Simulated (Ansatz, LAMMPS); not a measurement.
## Glassy 60SiO2-7Al2O3-17Li2O-17SrO (mol %) (89 atoms) under strain

How stiff is glassy 60SiO2-7Al2O3-17Li2O-17SrO (mol %) (89 atoms), and how do its levels respond to strain?

Program: Ansatz 0.2.0. Level of theory: Kohn-Sham DFT, r2SCAN, PAW (set soft_2), plane waves. Results are calculated unless marked as measured.

## Step 1: The structure

The cell holds 89 atoms: 18 Si, 4 Al, 10 Li, 5 Sr and 52 O. Cell: a = 10.507 Å, b = 10.507 Å, c = 10.507 Å, α = 90.0°, β = 90.0°, γ = 90.0°. 89 atoms (18 Si, 4 Al, 10 Li, 5 Sr, 52 O) placed at random at 2.76 g/cm³, melted at 4000 K for 10 ps at fixed volume with the Morse and Coulomb pair potential with partial charges (Pedone, Malavasi, Menziani, Cormack and Segre, J. Phys. Chem. B 110, 11780 (2006)). Quenched from 4000 K to 300 K at 50 K/ps and fixed volume, held 10 ps at zero pressure.

Limits known from the start: The quench rate of 50 K/ps is orders of magnitude faster than experiment, which tends to freeze in extra defects. The starting topology of bonds comes from the classical model, and needn't be the one that DFT or experiment would give. The Brillouin zone is sampled at Γ only.

## Step 2: Single point at the start

The forces at the start show how far the geometry lies from a minimum of this functional.

input.yaml

```yaml
crystal:
  lattice:
    - [10.50733, 0.0, 0.0]
    - [0.0, 10.50733, 0.0]
    - [0.0, 0.0, 10.50733]
  atoms:
    - { symbol: Si, position: [0.57828, 0.80635, 0.3762] }
    - { symbol: Si, position: [0.20547, 0.10343, 0.51415] }
    - { symbol: Si, position: [0.74339, 0.01994, 0.97976] }
    - { symbol: Si, position: [0.98074, 0.91579, 0.104] }
    - { symbol: Si, position: [0.54045, 0.68936, 0.10733] }
    - { symbol: Si, position: [0.3669, 0.07588, 0.77506] }
    - { symbol: Si, position: [0.18169, 0.38199, 0.9442] }
    - { symbol: Si, position: [0.54089, 0.84423, 0.85182] }
    - { symbol: Si, position: [0.84167, 0.6842, 0.46714] }
    - { symbol: Si, position: [0.79476, 0.18119, 0.47424] }
    - { symbol: Si, position: [0.82757, 0.29425, 0.85533] }
    - { symbol: Si, position: [0.42958, 0.41415, 0.12522] }
    - { symbol: Si, position: [0.47997, 0.46089, 0.47022] }
    - { symbol: Si, position: [0.16957, 0.10113, 0.99484] }
    - { symbol: Si, position: [0.40244, 0.22619, 0.34485] }
    - { symbol: Si, position: [0.91538, 0.71112, 0.74554] }
    - { symbol: Si, position: [0.63973, 0.07908, 0.25625] }
    - { symbol: Si, position: [0.18706, 0.52728, 0.44311] }
    - { symbol: Al, position: [0.73693, 0.54784, 0.94403] }
    - { symbol: Al, position: [0.98798, 0.94974, 0.41323] }
    - { symbol: Al, position: [0.53546, 0.6041, 0.72029] }
    - { symbol: Al, position: [0.08734, 0.34198, 0.6724] }
    - { symbol: Li, position: [0.57708, 0.24315, 0.66629] }
    - { symbol: Li, position: [0.75429, 0.44947, 0.62513] }
    - { symbol: Li, position: [0.97554, 0.41976, 0.43531] }
    - { symbol: Li, position: [0.09791, 0.68527, 0.93775] }
    - { symbol: Li, position: [0.17236, 0.29481, 0.22547] }
    - { symbol: Li, position: [0.54962, 0.35397, 0.85924] }
    - { symbol: Li, position: [0.99477, 0.01144, 0.80256] }
    - { symbol: Li, position: [0.52053, 0.1815, 0.00621] }
    - { symbol: Li, position: [0.18871, 0.56008, 0.73982] }
    - { symbol: Li, position: [0.38724, 0.55373, 0.92487] }
    - { symbol: Sr, position: [0.2564, 0.78362, 0.60526] }
    - { symbol: Sr, position: [0.70866, 0.92498, 0.61627] }
    - { symbol: Sr, position: [0.04146, 0.5856, 0.19909] }
    - { symbol: Sr, position: [0.28245, 0.87368, 0.28322] }
    - { symbol: Sr, position: [0.75037, 0.41333, 0.23547] }
    - { symbol: O, position: [0.91924, 0.80692, 0.45706] }
    - { symbol: O, position: [0.82398, 0.39795, 0.96872] }
    - { symbol: O, position: [0.5119, 0.7724, 0.98343] }
    - { symbol: O, position: [0.55984, 0.51681, 0.5884] }
    - { symbol: O, position: [0.23654, 0.08178, 0.86171] }
    - { symbol: O, position: [0.54423, 0.4875, 0.33859] }
    - { symbol: O, position: [0.36708, 0.32996, 0.23574] }
    - { symbol: O, position: [0.55883, 0.35435, 0.09289] }
    - { symbol: O, position: [0.11904, 0.20574, 0.58214] }
    - { symbol: O, position: [0.13545, 0.42934, 0.34191] }
    - { symbol: O, position: [0.49676, 0.12149, 0.28866] }
    - { symbol: O, position: [0.05509, 0.79357, 0.10225] }
    - { symbol: O, position: [0.46282, 0.30516, 0.46603] }
    - { symbol: O, position: [0.11476, 0.50203, 0.00076] }
    - { symbol: O, position: [0.88265, 0.58086, 0.3728] }
    - { symbol: O, position: [0.46452, 0.82741, 0.46804] }
    - { symbol: O, position: [0.41784, 0.93363, 0.80275] }
    - { symbol: O, position: [0.64488, 0.94887, 0.89001] }
    - { symbol: O, position: [0.9919, 0.9724, 0.24788] }
    - { symbol: O, position: [0.1388, 0.97111, 0.47679] }
    - { symbol: O, position: [0.31121, 0.07762, 0.62998] }
    - { symbol: O, position: [0.67935, 0.63279, 0.08762] }
    - { symbol: O, position: [0.33177, 0.39169, 0.99899] }
    - { symbol: O, position: [0.69082, 0.73611, 0.44063] }
    - { symbol: O, position: [0.12814, 0.2506, 0.00978] }
    - { symbol: O, position: [0.46983, 0.16772, 0.82001] }
    - { symbol: O, position: [0.89409, 0.06748, 0.48438] }
    - { symbol: O, position: [0.06853, 0.70006, 0.75425] }
    - { symbol: O, position: [0.26071, 0.06557, 0.10718] }
    - { symbol: O, position: [0.68408, 0.12999, 0.55574] }
    - { symbol: O, position: [0.85446, 0.64869, 0.62014] }
    - { symbol: O, position: [0.36694, 0.61618, 0.74728] }
    - { symbol: O, position: [0.59074, 0.53374, 0.85951] }
    - { symbol: O, position: [0.43271, 0.57045, 0.10904] }
    - { symbol: O, position: [0.11066, 0.47826, 0.57135] }
    - { symbol: O, position: [0.71333, 0.32902, 0.76547] }
    - { symbol: O, position: [0.3405, 0.51018, 0.46995] }
    - { symbol: O, position: [0.18853, 0.3754, 0.79617] }
    - { symbol: O, position: [0.05085, 0.01304, 0.00305] }
    - { symbol: O, position: [0.83562, 0.92358, 0.0503] }
    - { symbol: O, position: [0.84253, 0.31702, 0.49558] }
    - { symbol: O, position: [0.73667, 0.18363, 0.31458] }
    - { symbol: O, position: [0.51633, 0.76114, 0.24078] }
    - { symbol: O, position: [0.95372, 0.30768, 0.77659] }
    - { symbol: O, position: [0.85191, 0.64183, 0.86733] }
    - { symbol: O, position: [0.6483, 0.07089, 0.10698] }
    - { symbol: O, position: [0.79846, 0.14478, 0.91266] }
    - { symbol: O, position: [0.27866, 0.15275, 0.39421] }
    - { symbol: O, position: [0.89311, 0.8631, 0.74452] }
    - { symbol: O, position: [0.58757, 0.76176, 0.73415] }
    - { symbol: O, position: [0.16543, 0.66328, 0.39335] }
    - { symbol: O, position: [0.64709, 0.93784, 0.32274] }
kpoints:
  mp_grid: { grid: [1, 1, 1] }
hamiltonian:
  xc: r2scan
scf:
  occupations: { method: fixed }
output:
  forces: true
```

Started as:

```console
$ ansatz run input.yaml --threads 4 --pin off --max-ram 8192MiB --backend cpu --events-out ev --progress --plain --runs-dir out
```

Numbers of over 12 decimals in the logs are rounded to 6 here.

The log of the run:

```text
Engine: ansatz 0.2.0, x86_64-unknown-linux-gnu
Pseudopotentials: kind: paw
Pseudopotential: Si, paw, valence charge 4, recommended cutoff 500 eV (meta_gga), Si.paw.azcp
Pseudopotential: Al, paw, valence charge 3, recommended cutoff 500 eV (meta_gga), Al.paw.azcp
Pseudopotential: Li, paw, valence charge 3, recommended cutoff 500 eV (meta_gga), Li.paw.azcp
Pseudopotential: Sr, paw, valence charge 10, recommended cutoff 500 eV (meta_gga), Sr.paw.azcp
Pseudopotential: O, paw, valence charge 6, recommended cutoff 500 eV (meta_gga), O.paw.azcp
Functional definition: r2SCAN
  parameter k0 = 0.174
  parameter k1 = 0.065
  parameter a1 = 4.9479
  exchange = r2scan_x(k0 = k0, k1 = k1, a1 = a1)
  correlation = r2scan_c
Crystal: 89 atoms, lattice volume = 1160.051 Å³
Basis set: ecut = 500 eV, 29423 PW (Γ), exchange–correlation on 320×320×320 points (64 copies of the dense FFT grid, shifted against one another)
Bands: 327, of which v1, the nominal top of the filled ones, is band 238 counted from 1 (237 counted from 0)
Symmetry: 1 space group operations
Space group: P1 (ITA 1), of the structure as read, at distance tolerance 1.1e-4 Å
k-points: 1
Non-local potential: Si, projectors of the file, l = 0: 2, l = 1: 2, l = 2: 2
Non-local potential: Al, projectors of the file, l = 0: 2, l = 1: 2, l = 2: 1
Non-local potential: Li, projectors of the file, l = 0: 3, l = 1: 2, l = 2: 1
Non-local potential: Sr, projectors of the file, l = 0: 3, l = 1: 2, l = 2: 2
Non-local potential: O, projectors of the file, l = 0: 2, l = 1: 2, l = 2: 1
PAW form: soft (Blöchl's): semilocal exchange-correlation on the pseudo side does not see the compensation charge
PAW frozen core: Si, regenerated for the run's functional (the file was generated under x = pbe(κ = 0.804, μ = 0.219515), c = pbe(β = 0.066725))
PAW frozen core: Al, regenerated for the run's functional (the file was generated under x = pbe(κ = 0.804, μ = 0.219515), c = pbe(β = 0.066725))
PAW frozen core: Sr, regenerated for the run's functional (the file was generated under x = pbe(κ = 0.804, μ = 0.219515), c = pbe(β = 0.066725))
PAW frozen core: O, regenerated for the run's functional (the file was generated under x = pbe(κ = 0.804, μ = 0.219515), c = pbe(β = 0.066725))
PAW one-centre angular grid: Si, 302 points (default); XC on 160 Gauss nodes
PAW one-centre angular grid: Al, 302 points (default); XC on 160 Gauss nodes
PAW one-centre angular grid: Li, 302 points (default); XC on 327 of its mesh's 2665 points in the sphere
PAW one-centre angular grid: Sr, 302 points (default); XC on 160 Gauss nodes
PAW one-centre angular grid: O, 302 points (default); XC on 160 Gauss nodes
Initial density: superposition of atomic densities (neutral atoms: chi_scale 0, normalization atom), corrected by the library's trained network
Initial wavefunctions: pseudopotential atomic-orbital guess
Functional: x = r2scan, c = r2scan; τ floored in thin density (d = 2e-4 eV/Å³)
SCF iter   1: F=—  HF=-63172.247049 eV  |F-HF|=—  |Δ(HF+E_count)|=         —  Δρ=7.40e-3  dr2=7.18e-1  dr2_τ=6.39e0  ethr=1.77e-3  ⟨swp⟩=6.0  Hψ=1152  notcnv=0  defer=87
preconditioner: auto → Resta (q_TF=auto, 2.352 Å⁻¹)  ε∞=2.8  [insulator: Δε(μ)=4.027 eV  Ē_g=17.144 eV  n_scr=250 (ndim 8)  ℏωp=23.0 eV  f_vac=0.109  ε∞_Penn≈2.8]
SCF iter   2: F=—  HF=-63174.747042 eV  |F-HF|=—  |Δ(HF+E_count)|=    2.50e0  Δρ=4.60e-3  dr2=1.60e-1  dr2_τ=1.82e-2  ethr=1.51e-4  ⟨swp⟩=3.0  Hψ=564  notcnv=0  defer=87
SCF iter   3: F=—  HF=-63174.730295 eV  |F-HF|=—  |Δ(HF+E_count)|=   1.67e-2  Δρ=1.36e-3  dr2=1.94e-2  dr2_τ=2.86e-3  ethr=3.36e-5  ⟨swp⟩=3.0  Hψ=402  notcnv=0  defer=70
automatic band count: iteration 3 solves 310 bands in place of 327: the levels show a gap, and the empty bands left out lie too high to hold charge; the band table lists the bands solved (type scf.n_extra_bands for more)
SCF iter   4: F=—  HF=-63174.728101 eV  |F-HF|=—  |Δ(HF+E_count)|=   2.19e-3  Δρ=5.47e-4  dr2=2.59e-3  dr2_τ=5.34e-4  ethr=4.08e-6  ⟨swp⟩=3.0  Hψ=434  notcnv=0  defer=70
SCF iter   5: F=—  HF=-63174.727788 eV  |F-HF|=—  |Δ(HF+E_count)|=   3.13e-4  Δρ=1.49e-4  dr2=2.22e-4  dr2_τ=2.17e-5  ethr=5.43e-7  ⟨swp⟩=2.0  Hψ=426  notcnv=0  defer=70
SCF iter   6: F=—  HF=-63174.727844 eV  |F-HF|=—  |Δ(HF+E_count)|=   5.65e-5  Δρ=8.24e-5  dr2=6.74e-5  dr2_τ=8.71e-6  ethr=4.66e-8  ⟨swp⟩=2.0  Hψ=470  notcnv=0  defer=70
SCF iter   7: F=—  HF=-63174.728027 eV  |F-HF|=—  |Δ(HF+E_count)|=   1.83e-4  Δρ=1.98e-5  dr2=4.99e-6  dr2_τ=4.52e-7  ethr=1.42e-8  ⟨swp⟩=2.0  Hψ=489  notcnv=0  defer=70
SCF iter   8: F=—  HF=-63174.728030 eV  |F-HF|=—  |Δ(HF+E_count)|=   3.12e-6  Δρ=1.23e-5  dr2=1.71e-6  dr2_τ=1.48e-7  ethr=1.05e-9  ⟨swp⟩=2.0  Hψ=463  notcnv=0  defer=70
SCF iter   9: F=—  HF=-63174.728030 eV  |F-HF|=—  |Δ(HF+E_count)|=   1.01e-7  Δρ=3.64e-6  dr2=1.78e-7  dr2_τ=1.30e-8  ethr=3.59e-10  ⟨swp⟩=2.0  Hψ=435  notcnv=0  defer=70
SCF iter  10: F=-63174.728030 eV  HF=-63174.728030 eV  |F-HF|=1.53e-8  |Δ(HF+E_count)|=   6.85e-8  Δρ=1.46e-6  dr2=2.70e-8  dr2_τ=2.72e-9  ethr=2.10e-11  ⟨swp⟩=4.0  Hψ=953  notcnv=0
SCF 1 converged in 10 iterations: F = -63174.728030 eV  dr2 = 2.70e-8
  greatest PAW one-centre occupation: 0.999 electrons in one spin orbital (limit 2), on the Li atom at site 24 (counted from 0), in its partial waves of l = 0
SCF converged after 10 iterations
Free energy (F): -63174.728030 eV
Harris-Foulkes:  -63174.728030 eV  (|F-HF|=1.53e-8)
Internal energy: -63174.728030 eV  (E = F + TS)
E sigma→0 (E₀):  -63174.728030 eV
Fermi energy:    3.920890 eV
--- Per-component energies (eV) ---
  E_band       = -3072.778944
  E_kinetic    = 11725.273153
  E_local      = -30436.521070  (includes V_loc(G=0)·N_el)
  E_nonlocal   = 3607.433824
  E_hartree    = 10821.429905
  E_xc         = -5882.009233
  E_vxc        = -7678.172680  (∫ρ·V_xc dr)
  E_paw        = -33409.760180  (= ΣΔE_a)
  E_vpaw       = -2411.780921  (= ΣTr[D̂ρ^β])
  E_aug_tail   = 0.054348  (compensation charges beyond the density's cutoff)
  E_vtau       = 478.083026  (kinetic-family band-sum trace: ∫τ·v_τ [+ j·A + Jᵃ·Aᵃ] dr)
  E_ewald      = -19596.621440
  E_core_change = -4.007336  (= ΣΔE_core)
  E_smearing   = -0.000000  (= −TS)
  E_closure    = 0.000000  (closes the sum)
  Σ components = -63174.728030   (vs F -63174.728030, Δ=0.00e0)
--- Forces (eV/Å), atoms counted from 1 ---
  atom   1  Si    -0.44615688     1.65458517    -2.02707934
  atom   2  Si     0.13012303     1.18436028     4.36579287
  atom   3  Si    -1.06795192     1.04046997     2.19642336
  atom   4  Si    -0.84140624     3.96065555     0.93921141
  atom   5  Si     0.14569846    -2.49446023     0.60370884
  atom   6  Si    -2.68540512    -1.14104935     0.18709371
  atom   7  Si     0.84970660    -0.88645564     1.92898113
  atom   8  Si    -1.99483719     1.29260348     0.10544396
  atom   9  Si    -2.03304801     0.62825084     1.33826297
  atom  10  Si    -0.46974431    -1.52148995    -1.63944373
  atom  11  Si    -0.84384765    -0.02960204    -0.12007675
  atom  12  Si    -0.70406390     1.05625242    -1.06987721
  atom  13  Si     1.62683919    -0.18100915    -1.60466734
  atom  14  Si     2.74883407     1.02538077     2.29642947
[...]
atom  88  O      0.10485063     3.75625140    -0.54890105
  atom  89  O      0.69323534     1.00035424     0.14504629
  max |Σ_I F_I| component: 1.91e-4 eV/Å
```

It took 22 s on 4 threads of Intel Xeon Platinum 8375C at 2.90GHz (Ice Lake), shared host; peak memory 3 GiB; 82 s of CPU time.

The r.m.s. force at the start is 1.3 eV/Å.

(Continued in part 2 of 4.)

[Logs are printed without paths, hosts, clocks, repeated set-up lines and the standing remarks that a program may print on its own settings, such as how far it seeks lower states.]

[Hosts, paths, dates, database ids (printed as entryN), source tags and the programs' standing remarks are cut or masked in the printed files.]
